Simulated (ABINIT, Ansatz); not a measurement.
# Li3HS (Pm-3m): Raman and infrared activity, part 2 of 2

Which lines does Li3HS (Pm-3m) show in Raman and infrared spectra?

ABINIT 10.8.3; DFT LDA, scalar-relativistic, plane waves, PseudoDojo norm-conserving pseudopotentials.

So far. Step 3 (Ground state): The cell stands at -0.21 GPa: the relaxation ran with a smoothed and higher cutoff and on another k mesh. Step 5 (Linear response at Γ): The acoustic modes at Γ come out as far as 0.1 cm⁻¹ from zero, where they should vanish, a small numerical error; the Born charges miss their sum rule by 0.0018 e, which is good. The lowest optical mode is imaginary, 387i cm⁻¹, an instability at this level and on this k mesh. The relaxed cell has a = 4.464 Å (conventional setting).

### Step 6. Modes with the sum rule

anaddb reads the merged derivatives and imposes the acoustic sum rule.

anaddb.abi

```
ddb_filepath "gamma_DDB"
output_file "anaddb.abo"
outdata_prefix "anaddb"
asr 1
chneut 1
enunit 2
eivec 1
nph1l 1
qph1l 0.0 0.0 0.0 1.0
dieflag 1
nph2l 3
qph2l 
    1.0 0.0 0.0 0.0
    0.0 0.0 1.0 0.0
    1.0 1.0 1.0 0.0
nlflag 1
ramansr 1
alphon 1
prtmbm 1
```

mrgddb.in

```
gamma_DDB
merged
3
dfpt_gammao_DS2_DDB
dfpt_gammao_DS3_DDB
gso_DDB
```

Run with:

```bash
$ mrgddb < mrgddb.in > mrgddb.log
$ OMP_NUM_THREADS=1 anaddb anaddb.abi > anaddb.log
```

anaddb.abo, the main output file:

```text
[banners, grids, parts of the stress and lines that vanish by symmetry left out]
-outvars_anaddb: echo values of input variables ----------------------

 Flags :
[...]
Dielectric Tensor and Effective Charges
[...]
Effective charge tensors after
[...]
1          1       -0.000000000       -0.000000000       -0.000000000
[...]
1          2       -0.000000000       -0.000000000       -0.000000000
[...]
1          3       -0.000000000       -0.000000000       -0.000000000
[...]
2          1       -0.000000000       -0.000000000       -0.000000000
[...]
2          2       -0.000000000       -0.000000000       -0.000000000
[...]
2          3       -0.000000000       -0.000000000       -0.000000000
[...]
3          1       -0.000000000       -0.000000000       -0.000000000
[...]
3          2       -0.000000000       -0.000000000       -0.000000000
[...]
3          3       -0.000000000       -0.000000000       -0.000000000
[...]
4          1       -0.000000000       -0.000000000       -0.000000000
[...]
4          2       -0.000000000       -0.000000000       -0.000000000
[...]
4          3       -0.000000000       -0.000000000       -0.000000000
[...]
5          1       -0.000000000       -0.000000000       -0.000000000
[...]
5          2       -0.000000000       -0.000000000       -0.000000000
[...]
5          3       -0.000000000       -0.000000000       -0.000000000
[...]
Phonon wavevector (reduced coordinates) :  0.00000  0.00000  0.00000
 Phonon energies in Hartree :
[...]
Phonon energies in meV     :
- -4.800634E+01 -4.800634E+01 -4.800634E+01 -1.612996E+01 -1.612996E+01
- -1.612996E+01  0.000000E+00  0.000000E+00  0.000000E+00  3.576870E+01
-  3.576870E+01  3.576870E+01  7.722892E+01  7.722892E+01  7.722892E+01
 Phonon frequencies in cm-1    :
- -3.871973E+02 -3.871973E+02 -3.871973E+02 -1.300969E+02 -1.300969E+02
- -1.300969E+02  0.000000E+00  0.000000E+00  0.000000E+00  2.884940E+02
-  2.884940E+02  2.884940E+02  6.228932E+02  6.228932E+02  6.228932E+02
 Phonon frequencies in Thz     :
- -1.160788E+01 -1.160788E+01 -1.160788E+01 -3.900206E+00 -3.900206E+00
- -3.900206E+00  0.000000E+00  0.000000E+00  0.000000E+00  8.648834E+00
-  8.648834E+00  8.648834E+00  1.867387E+01  1.867387E+01  1.867387E+01
 Phonon energies in Kelvin  :
- -5.570905E+02 -5.570905E+02 -5.570905E+02 -1.871804E+02 -1.871804E+02
- -1.871804E+02  0.000000E+00  0.000000E+00  0.000000E+00  4.150785E+02
[...]
-     0.00000000E+00  0.00000000E+00  0.00000000E+00
[...]
-  1  3.99272650E-04  0.00000000E+00  0.00000000E+00
-     0.00000000E+00  0.00000000E+00  0.00000000E+00
-  2  1.60298859E-03  0.00000000E+00  0.00000000E+00
-     0.00000000E+00  0.00000000E+00  0.00000000E+00
-  3  3.57436757E-04  0.00000000E+00  0.00000000E+00
-     0.00000000E+00  0.00000000E+00  0.00000000E+00
-  4  3.57436757E-04  0.00000000E+00  0.00000000E+00
-     0.00000000E+00  0.00000000E+00  0.00000000E+00
-  5 -8.17833340E-03  0.00000000E+00  0.00000000E+00
-     0.00000000E+00  0.00000000E+00  0.00000000E+00
[...]
-     1         -0.000000    -0.000000    -1.709220     1.709220
-     2         -0.000000    -1.709220     0.000000     1.709220
[...]
-     8          0.000000     0.000001     0.000000     0.000001
-     9          0.000001     0.000000     0.000000     0.000001
-    10         -0.000000    -0.000000    -0.549636     0.549636
-    11         -0.000000    -0.549636     0.000000     0.549636
-    12         -0.549636     0.000000     0.000000     0.549636
-    13         -0.000000     0.000000    -1.529816     1.529816
-    14         -0.000000     1.529816     0.000000     1.529816
-    15         -1.529816     0.000000    -0.000000     1.529816
[...]
-   1     Real    0.0000E+00  0.0000E+00  1.0815E-03  0.0000E+00  0.0000E+00  0.0000E+00  1.0815E-03
[...]
-   2     Real    0.0000E+00  1.0815E-03  0.0000E+00  0.0000E+00  0.0000E+00  0.0000E+00  1.0815E-03
[...]
-   3     Real    1.0815E-03  0.0000E+00  0.0000E+00  0.0000E+00  0.0000E+00  0.0000E+00  1.0815E-03
[...]
-   4     Real    0.0000E+00  0.0000E+00  0.0000E+00  0.0000E+00  0.0000E+00  0.0000E+00  0.0000E+00
[...]
-   5     Real    0.0000E+00  0.0000E+00  0.0000E+00  0.0000E+00  0.0000E+00  0.0000E+00  0.0000E+00
[...]
-   6     Real    0.0000E+00  0.0000E+00  0.0000E+00  0.0000E+00  0.0000E+00  0.0000E+00  0.0000E+00
[...]
-   7     Real    0.0000E+00  0.0000E+00  0.0000E+00  0.0000E+00  0.0000E+00  0.0000E+00  0.0000E+00
[...]
-   8     Real    0.0000E+00  0.0000E+00  0.0000E+00  0.0000E+00  0.0000E+00  0.0000E+00  0.0000E+00
[...]
-   9     Real    0.0000E+00  0.0000E+00  0.0000E+00  0.0000E+00  0.0000E+00  0.0000E+00  0.0000E+00
[...]
-  10     Real    0.0000E+00  0.0000E+00  6.9028E-05  0.0000E+00  0.0000E+00  0.0000E+00  6.9028E-05
[...]
-  11     Real    0.0000E+00  6.9028E-05  0.0000E+00  0.0000E+00  0.0000E+00  0.0000E+00  6.9028E-05
[...]
-  12     Real    6.9028E-05  0.0000E+00  0.0000E+00  0.0000E+00  0.0000E+00  0.0000E+00  6.9028E-05
[...]
-  13     Real    0.0000E+00  0.0000E+00  1.6352E-04  0.0000E+00  0.0000E+00  0.0000E+00  1.6352E-04
[...]
-  14     Real    0.0000E+00  1.6352E-04  0.0000E+00  0.0000E+00  0.0000E+00  0.0000E+00  1.6352E-04
[...]
-  15     Real    1.6352E-04  0.0000E+00  0.0000E+00  0.0000E+00  0.0000E+00  0.0000E+00  1.6352E-04
[...]
could try to raise your convergence parameters (ecut and k-points).
[...]
could try to raise your convergence parameters (ecut and k-points).
[...]
...

 abinit_abort: decision taken to exit. Check above messages for more info
```

It took 3 s on 1 thread of Intel Xeon at 2.70GHz, shared host.

The program refused the input: “The lowest mode appears to be a "true" negative mode, and not an acoustic mode”.

With an imaginary mode the lattice part of the dielectric tensor has no meaning; dieflag 2 would ask for the electronic part alone. The modes stand as the response run printed them.

### Step 7. The same in Ansatz

The same cell, potentials and cutoff go through another code, on another k mesh. Its k mesh is centred on Γ.

This step: DFT LDA, scalar-relativistic, plane waves, PseudoDojo norm-conserving pseudopotentials (Ansatz 0.2.0).

input.yaml

```yaml
crystal:
  lattice:
    - [4.4643744179, 0.0, 0.0]
    - [0.0, 4.4643744179, 0.0]
    - [0.0, 0.0, 4.4643744179]
  atoms:
    - { symbol: H, position: [0.0, 0.0, 0.0] }
    - { symbol: S, position: [0.5, 0.5, 0.5] }
    - { symbol: Li, position: [0.5, 0.5, 0.0] }
    - { symbol: Li, position: [0.5, 0.0, 0.5] }
    - { symbol: Li, position: [0.0, 0.5, 0.5] }
kpoints:
  mp_grid: { grid: [6, 6, 6] }
hamiltonian:
  xc: lda
  pseudopotentials: { kind: nc, accuracy: standard }
scf:
  occupations: { method: fixed }
output:
  eigenvalues: true
basis:
  ecutwfc: 897.976
phonons:
  method: dfpt
  dielectric: true
  rigid_motions: translations
  raman: true
```

Run with:

```bash
$ ansatz run input.yaml --threads 4 --pin off --max-ram 8192MiB --backend cpu --events-out ev --progress --plain --runs-dir out
```

The log of the run:

```text
Warning: basis.ecutwfc = 897.976 eV is below the records' recommended 1006.821291 eV, and the density's cutoff is lower with it unless basis.ecutrho_ratio is high enough to keep the records' density cutoff: compare with a run at a higher cutoff
Engine: ansatz 0.2.0, x86_64-unknown-linux-gnu
Pseudopotentials: kind: nc
Pseudopotential: H, nc, valence charge 1, recommended cutoff 1006.821291 eV (normal), H.nc.azcp (PseudoDojo's, or run here from an input of PseudoDojo's; its table is named by hamiltonian.pseudopotentials.accuracy)
Pseudopotential: S, nc, valence charge 6, recommended cutoff 734.707429 eV (normal), S.nc.azcp (PseudoDojo's, or run here from an input of PseudoDojo's; its table is named by hamiltonian.pseudopotentials.accuracy)
Pseudopotential: Li, nc, valence charge 3, recommended cutoff 1006.821291 eV (normal), Li.nc.azcp (PseudoDojo's, or run here from an input of PseudoDojo's; its table is named by hamiltonian.pseudopotentials.accuracy)
Functional definition: SPW92
  exchange = slater_x
  correlation = pw_c
Crystal: 5 atoms, lattice volume = 88.978 Å³
Basis set: ecut = 897.976 eV, 5449 PW (Γ), exchange–correlation on 90×90×90 points (8 copies of the dense FFT grid, shifted against one another)
Bands: 13, of which v1, the nominal top of the filled ones, is band 8 counted from 1 (7 counted from 0)
Symmetry: 48 space group operations
k-points: 80 of 216 (irreducible under 2 space group operations, time reversal used)
Non-local potential: H, projectors of the file, l = 0: 2, l = 1: 1
Non-local potential: S, projectors of the file, l = 0: 2, l = 1: 2, l = 2: 2
Non-local potential: Li, projectors of the file, l = 0: 2, l = 1: 2
Initial density: superposition of atomic densities (chi_scale 0.1, normalization cell), built separately for each of the 2 bonded fragments (scf.initial_density.interfragment_charge_transfer: auto; true builds it for the cell as a whole; a typed value also counts as a typed key of the start: scf.initial_density.chi_scale says what that changes, if anything)
Initial wavefunctions: pseudopotential atomic-orbital guess
Functional: x = slater, c = lda
SCF iter   1: F=—  HF=-900.915476 eV  |F-HF|=—  |Δ(HF+E_count)|=         —  Δρ=3.24e-2  dr2=1.25e0  ethr=3.10e-3  ⟨swp⟩=5.1  Hψ=5748  notcnv=0  defer=181
preconditioner: auto → Resta (q_TF=auto, 2.050 Å⁻¹)  ε∞=2.7  [insulator: Δε(μ)=2.444 eV  Ē_g=9.555 eV  n_scr=18 (ndim 8)  ℏωp=12.4 eV  f_vac=0.000  ε∞_Penn≈2.7]
SCF iter   2: F=—  HF=-900.607698 eV  |F-HF|=—  |Δ(HF+E_count)|=   3.08e-1  Δρ=1.46e-2  dr2=2.51e-1  ethr=3.10e-3  ⟨swp⟩=2.0  Hψ=1797  notcnv=0  defer=195
SCF iter   3: F=—  HF=-900.557035 eV  |F-HF|=—  |Δ(HF+E_count)|=   5.07e-2  Δρ=3.04e-3  dr2=1.31e-2  ethr=1.57e-3  ⟨swp⟩=2.0  Hψ=1218  notcnv=0  defer=221
SCF iter   4: F=—  HF=-900.559655 eV  |F-HF|=—  |Δ(HF+E_count)|=   2.62e-3  Δρ=8.74e-4  dr2=7.93e-4  ethr=8.16e-5  ⟨swp⟩=2.0  Hψ=1436  notcnv=0  defer=228
SCF iter   5: F=—  HF=-900.559602 eV  |F-HF|=—  |Δ(HF+E_count)|=   5.26e-5  Δρ=2.22e-4  dr2=3.25e-5  ethr=4.96e-6  ⟨swp⟩=2.0  Hψ=1537  notcnv=0  defer=227
SCF iter   6: F=—  HF=-900.559632 eV  |F-HF|=—  |Δ(HF+E_count)|=   2.98e-5  Δρ=4.78e-5  dr2=2.33e-6  ethr=2.03e-7  ⟨swp⟩=2.0  Hψ=1199  notcnv=0  defer=177
SCF iter   7: F=—  HF=-900.559627 eV  |F-HF|=—  |Δ(HF+E_count)|=   4.61e-6  Δρ=6.26e-6  dr2=5.16e-8  ethr=1.45e-8  ⟨swp⟩=2.0  Hψ=1354  notcnv=0  defer=86
SCF iter   8: F=—  HF=-900.559614 eV  |F-HF|=—  |Δ(HF+E_count)|=   1.36e-5  Δρ=8.88e-7  dr2=8.20e-10  ethr=3.22e-10  ⟨swp⟩=2.0  Hψ=1365  notcnv=0  defer=80
SCF iter   9: F=-900.559614 eV  HF=-900.559614 eV  |F-HF|=8.19e-12  |Δ(HF+E_count)|=  1.27e-10  Δρ=9.70e-8  dr2=1.14e-11  ethr=1.00e-12  ⟨swp⟩=14.5  Hψ=8133  notcnv=0
SCF 1 converged in 9 iterations: F = -900.559614 eV  dr2 = 1.14e-11
DFPT response loops at Γ: preconditioner auto → none (the input reference at scf.mixing.eps_inf says where Resta's filter doesn't serve); β = 0.50; Broyden in place of MSR1
── the response to a field inside a basis, on 10×10×10 k-points: an SCF that follows is theirs, and a resumed run solves both again ──
Bands: 9, of which v1, the nominal top of the filled ones, is band 8 counted from 1 (7 counted from 0)
k-points: 35
Initial density: handed on by an earlier stage of this run
Initial wavefunctions: pseudopotential atomic-orbital guess (no wavefunctions were taken with the density)
Eigensolver: Dense (35 Hₖ)
SCF iter   1: F=—  HF=-900.560823 eV  |F-HF|=—  |Δ(HF+E_count)|=         —  Δρ=2.88e-4  dr2=7.16e-6  ethr=1.00e-1
preconditioner: auto → Resta (q_TF=auto, 2.050 Å⁻¹)  ε∞=3.7  [insulator: Δε(μ)=2.004 eV  Ē_g=7.564 eV  n_scr=18 (ndim 8)  ℏωp=12.4 eV  f_vac=0.000  ε∞_Penn≈3.7]
SCF iter   2: F=—  HF=-900.560822 eV  |F-HF|=—  |Δ(HF+E_count)|=   1.62e-6  Δρ=1.36e-4  dr2=1.58e-6  ethr=4.48e-8
SCF iter   3: F=—  HF=-900.560821 eV  |F-HF|=—  |Δ(HF+E_count)|=   3.77e-7  Δρ=3.11e-6  dr2=3.38e-9  ethr=9.88e-9
SCF iter   4: F=—  HF=-900.560821 eV  |F-HF|=—  |Δ(HF+E_count)|=   1.53e-9  Δρ=5.49e-7  dr2=3.34e-10  ethr=2.11e-11
SCF iter   5: F=-900.560821 eV  HF=-900.560821 eV  |F-HF|=2.27e-13  |Δ(HF+E_count)|=  3.67e-11  Δρ=1.16e-7  dr2=1.02e-11  ethr=2.09e-12
SCF 1 converged in 5 iterations: F = -900.560821 eV  dr2 = 1.02e-11
DFPT response loops at Γ: mixed as the last ones told, above
DFPT response loops at Γ: mixed as the last ones told, above
WARN: field response: ε∞ stands inside a basis, on 10×10×10 points; the force constants stand on the 6×6×6 k-mesh, whose period is 13.24 times the interband length at k = (-0.5000, -0.5000, -0.5000), direct gap 2.030 eV, under 14: take them and everything formed from them as unconverged, and compare with a denser kpoints.mp_grid
SCF converged after 9 iterations
Free energy (F): -900.559614 eV
Harris-Foulkes:  -900.559614 eV  (|F-HF|=8.19e-12)
Internal energy: -900.559614 eV  (E = F + TS)
E sigma→0 (E₀):  -900.559614 eV
Fermi energy:    0.617081 eV
--- Per-component energies (eV) ---
  E_band       = -300.496160
  E_kinetic    = 539.591979
  E_local      = -742.090934  (includes V_loc(G=0)·N_el)
  E_nonlocal   = -326.841141
  E_hartree    = 247.260410
  E_xc         = -225.760424
  E_vxc        = -265.676842  (∫ρ·V_xc dr)
  E_ewald      = -392.719503
  E_smearing   = -0.000000  (= −TS)
  E_closure    = 0.000000  (closes the sum)
  Σ components = -900.559614   (vs F -900.559614, Δ=0.00e0)
--- Band table (eV; the first three rows and the last of 80) ---
  k-point 0: bands = [... 4 lower, -2.3417, -2.3417, -2.3417, -0.8704, 5.9278, 6.3500, 6.3500, 7.2384, ... 1 higher]
  k-point 1: bands = [... 4 lower, -2.5301, -2.2997, -2.2997, -0.4901, 5.1016, 6.3354, 6.4242, 6.7174, ... 1 higher]
  k-point 2: bands = [... 4 lower, -2.7775, -2.2121, -2.2121, 0.2194, 3.9579, 5.8587, 5.8587, 6.6170, ... 1 higher]
  k-point 79: bands = [... 4 lower, -1.8734, -1.8734, -1.8734, 0.4718, 2.5020, 2.5020, 2.5020, 8.7214, ... 1 higher]
--- Phonons (Γ-DFPT): 4 representative perturbations + reference, on 80 of 216 k-points (Σ response iterations 14) ---
  k mesh reduced under 2 symmetry operations, with k and −k counted as one. Each operation leaves every solved perturbation unchanged. A smaller set is not considered because the run solves the response to a homogeneous field
  ASR residual: 2.572e-5 → 0.000e0 eV/Å²; symmetrization residual: 3.063e-7 eV/Å²
  ASR residual per site (eV/Å²): 1.89e-5 2.03e-5 2.57e-5 2.57e-5 2.57e-5
  Γ frequencies (cm⁻¹): -387.36 -387.36 -387.36 -130.13 -130.13 -130.13 0.00 0.00 0.00 288.46 288.46 288.46 622.94 622.94 622.94
  ε∞ (high-frequency dielectric tensor):
        4.105109     0.000000     0.000000
        0.000000     4.105109     0.000000
        0.000000     0.000000     4.105109
  softest optical mode at Γ: -387.36 cm⁻¹; the repairs (sum rule, projections) moved no ω² at Γ by more than (2.52 cm⁻¹)²
  Born effective charges Z* (e; rows j = field, columns β = displacement):
    site 0:
        -1.34040   -0.00000    0.00000
         0.00000   -1.34040    0.00000
         0.00000    0.00000   -1.34040
    site 1:
        -1.88222    0.00000    0.00000
        -0.00000   -1.88222    0.00000
         0.00000    0.00000   -1.88222
    site 2:
         1.00315   -0.00000    0.00000
         0.00000    1.00315    0.00000
        -0.00000    0.00000    1.21631
    site 3:
         1.00315    0.00000    0.00000
         0.00000    1.21631    0.00000
         0.00000    0.00000    1.00315
    site 4:
         1.21631   -0.00000    0.00000
        -0.00000    1.00315   -0.00000
         0.00000   -0.00000    1.00315
  Z* charge neutrality: 1.324e-3 e pre-enforcement
  solved inside a basis spanned on kpoints, on 10×10×10 k-points transformed towards the longest dipole: ε∞ is read to err by 1.0e-2, Z* by 7.0e-3 e (field_mesh: kpoints solves on kpoints); Z* is corrected for what the basis lacks
  Raman tensors (in the event stream and the table raman_tensors.tsv): an entry may err by 3.4e-3 Å², one of the second-order susceptibility by 1.0e-18 pm/V (basis, points and sum rule); their sum over the sites missed zero by 4.009e-20 Å² ahead of its enforcement
  optical modes at Γ without the LO–TO term, one row a degenerate level:
      ω (cm⁻¹)  modes    IR ((D/Å)²/amu)  static Raman (Å⁴/amu)  depolarisation
       -387.36      3           136.5162                 0.0000               —
       -130.13      3             0.0000                 0.0000               —
        288.46      3             8.7036                 0.0000               —
        622.94      3            20.6198                 0.0000               —
  optical modes at Γ + LO–TO along q̂ = [1.0000, 0.0000, 0.0000]:
      ω (cm⁻¹)  modes    IR ((D/Å)²/amu)  static Raman (Å⁴/amu)  depolarisation
       -387.36      2            91.0108                 0.0000               —
       -130.13      3             0.0000                 0.0000               —
        181.87      1            11.4302                 0.0000               —
        288.46      2             5.8024                 0.0000               —
        382.35      1            21.4485                 0.0000               —
        622.94      2            13.7465                 0.0000               —
        681.72      1            22.4011                 0.0000               —
  optical modes at Γ + LO–TO along q̂ = [0.0000, 1.0000, 0.0000]:
      ω (cm⁻¹)  modes    IR ((D/Å)²/amu)  static Raman (Å⁴/amu)  depolarisation
       -387.36      2            91.0108                 0.0000               —
       -130.13      3             0.0000                 0.0000               —
        181.87      1            11.4302                 0.0000               —
        288.46      2             5.8024                 0.0000               —
        382.35      1            21.4485                 0.0000               —
        622.94      2            13.7465                 0.0000               —
        681.72      1            22.4011                 0.0000               —
  optical modes at Γ + LO–TO along q̂ = [0.0000, 0.0000, 1.0000]:
      ω (cm⁻¹)  modes    IR ((D/Å)²/amu)  static Raman (Å⁴/amu)  depolarisation
       -387.36      2            91.0108                 0.0000               —
       -130.13      3             0.0000                 0.0000               —
        181.87      1            11.4302                 0.0000               —
        288.46      2             5.8024                 0.0000               —
        382.35      1            21.4485                 0.0000               —
        622.94      2            13.7465                 0.0000               —
        681.72      1            22.4011                 0.0000               —
```

Wall time 3 min (4 threads); peak memory 1.4 GiB.

Read from the output:

* sum-rule residual before enforcement: 2.57e-5 eV/Å²
* miss of the charge sum rule: 0.001324 e
* estimated error of the dielectric tensor: 0.01009
* estimated error of the Born charges: 0.007024 e
* lowest optical zone-centre mode: -387.4 cm⁻¹
* mean high-frequency dielectric constant: 4.105
* largest Born charge in size (third of the trace): 1.882 e
* highest mode moved by the LO-TO term: 681.7 cm⁻¹

Transverse modes; imaginary modes left out. Infrared lines, with heights relative to the strongest:

| position (cm⁻¹) | label | IR intensity ((D/Å)²/amu), degenerate modes summed, relative |
| --- | --- | --- |
| 288 | T1u | 42 |
| 623 | T1u | 100 |

The log warns that the force constants on this k mesh are to be taken as unconverged.

### Step 8. Side by side: ABINIT PseudoDojo and Ansatz, PseudoDojo

Worked out from the results:

```yaml
root_mean_square_difference: 0.09 cm⁻¹
largest_difference: 0.16 cm⁻¹
```

The 12 of 12 modes that differ most. Frequencies side by side:

| q (reciprocal lattice) | mode | ABINIT PseudoDojo (cm⁻¹) | Ansatz, PseudoDojo (cm⁻¹) |
| --- | --- | --- | --- |
| 0 0 0 | 1 | -387.2 | -387.4 |
| 0 0 0 | 2 | -387.2 | -387.4 |
| 0 0 0 | 3 | -387.2 | -387.4 |
| 0 0 0 | 4 | -130.1 | -130.1 |
| 0 0 0 | 5 | -130.1 | -130.1 |
| 0 0 0 | 6 | -130.1 | -130.1 |
| 0 0 0 | 10 | 288.5 | 288.5 |
| 0 0 0 | 11 | 288.5 | 288.5 |
| 0 0 0 | 12 | 288.5 | 288.5 |
| 0 0 0 | 13 | 622.9 | 622.9 |
| 0 0 0 | 14 | 622.9 | 622.9 |
| 0 0 0 | 15 | 622.9 | 622.9 |

The two runs side by side. Further quantities:

| quantity | ABINIT PseudoDojo | Ansatz, PseudoDojo |
| --- | --- | --- |
| mean ε∞ | 4.104 | 4.105 |
| largest Born charge in size (e; the first before, the second after the charge sum rule) | 1.883 | 1.882 |

At the zone centre the largest difference (acoustic modes at Γ apart) is 0.03 % of the highest mode.

### Step 9. Summary of results

| Quantity | Value |
| --- | --- |
| space group after relaxation | Pm-3m |
| volume per atom | 17.8 Å³ |
| highest optical zone-centre mode (no LO-TO term) | 622.9 cm⁻¹ |
| lowest optical zone-centre mode | -387.2 cm⁻¹ |
| mean high-frequency dielectric constant | 4.10 |
| largest Born charge in size (third of the trace) | 1.88 e |
| largest difference from Ansatz, PseudoDojo | 0.16 cm⁻¹ |

What this shows: No mode is Raman active in this structure. At the LDA level the optical modes of Li3HS (Pm-3m) at the zone centre (no LO-TO term) run from 387i to 623 cm⁻¹, so the structure is a saddle point, with 6 modes beyond 10i cm⁻¹ there. ABINIT PseudoDojo and Ansatz, PseudoDojo agree to 0.16 cm⁻¹ (0.03 % of the highest mode compared) on all solved modes but the acoustic ones at Γ, without the LO-TO term. These are harmonic frequencies at zero temperature: anharmonic shifts and linewidths and thermal expansion are left out. Ansatz warns that the cutoff lies 11 % under the one recommended for these files; agreement at one cutoff is not convergence. Ansatz's log warns that force constants on this k mesh are to be taken as unconverged. The structure is a hypothetical one, built on a prototype.

[Host names and launcher messages were left out of these logs when they were recorded.]

[Logs are printed without paths, hosts, clocks, repeated set-up lines and the standing remarks that a program may print on its own settings, such as how far it seeks lower states.]

[Hosts, paths, dates, database ids (printed as entryN), source tags and the programs' standing remarks are cut or masked in the printed files.]
